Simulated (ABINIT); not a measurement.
Planning a run of ABINIT 10.8.3 on In2O3 (R-3c). The input:

```
acell 3*1.0 Angstrom
rprim 
  2.743499999981 1.583960463511 4.836666666700
  -2.743499999981 1.583960463511 4.836666666700
  -0.000000000000 -3.167920927022 4.836666666700
ntypat 2
znucl 49 8
natom 10
typat 1 1 1 1 2 2 2 2 2 2
xred 
  0.357310000000 0.357310000000 0.357310000000
  0.142690000000 0.142690000000 0.142690000000
  0.642690000000 0.642690000000 0.642690000000
  0.857310000000 0.857310000000 0.857310000000
  0.548000000000 0.952000000000 0.250000000000
  0.250000000000 0.548000000000 0.952000000000
  0.952000000000 0.250000000000 0.548000000000
  0.452000000000 0.048000000000 0.750000000000
  0.750000000000 0.452000000000 0.048000000000
  0.048000000000 0.750000000000 0.452000000000
pp_dirpath "pseudos"
pseudos "In.upf, O.upf"
ecut 42
ngkpt 2 2 2
nshiftk 1
shiftk 0 0 0
kptopt 1
chksymbreak 0
istwfk *1
occopt 1
irdwfk 1
optdriver 4
nband 234
gwcalctyp 0
ecutsigx 42
symsigma 1
nkptgw 4
kptgw 
  0.5000000000 0.5000000000 0.0000000000
  0.0000000000 0.0000000000 0.0000000000
  0.5000000000 0.0000000000 0.0000000000
  0.5000000000 0.5000000000 0.5000000000
bdgw 
  59 62
  59 62
  59 62
  57 62
ecuteps 7.4
irdscr 1
ppmodel 1
indata_prefix "in"
outdata_prefix "out"
tmpdata_prefix "tmp"
```

```sh
OMP_NUM_THREADS=1 mpirun -n 4 abinit run.abi > log
```

How long will it take on 4 MPI ranks of Arm Neoverse N1, shared host, and how much memory?

It took 4.9 min; on shared hardware allow 2.5 min to 9.9 min. Peak host memory was 3 GiB.

[Paths, hosts, dates, memory and timing lines, banners, echoed tables and standing remarks are left out of the program output.]

[Logs are printed without paths, hosts, clocks, repeated set-up lines and the standing remarks that a program may print on its own settings, such as how far it seeks lower states.]

[Runs of the session that timed out or met a known fault of the program may be left out.]

[Hosts, paths, dates, database ids (printed as entryN), source tags and the programs' standing remarks are cut or masked in the printed files.]

[G0W0 gaps are taken among the corrected bands and points alone; a level outside them can change the order at an edge.]

[Where Ansatz stands beside ABINIT at settings called matched, ABINIT's density can come from a denser mesh and the files from another edition; pairs whose starting gaps differed by over 0.03 eV were left out, so agreement reads better than it is.]
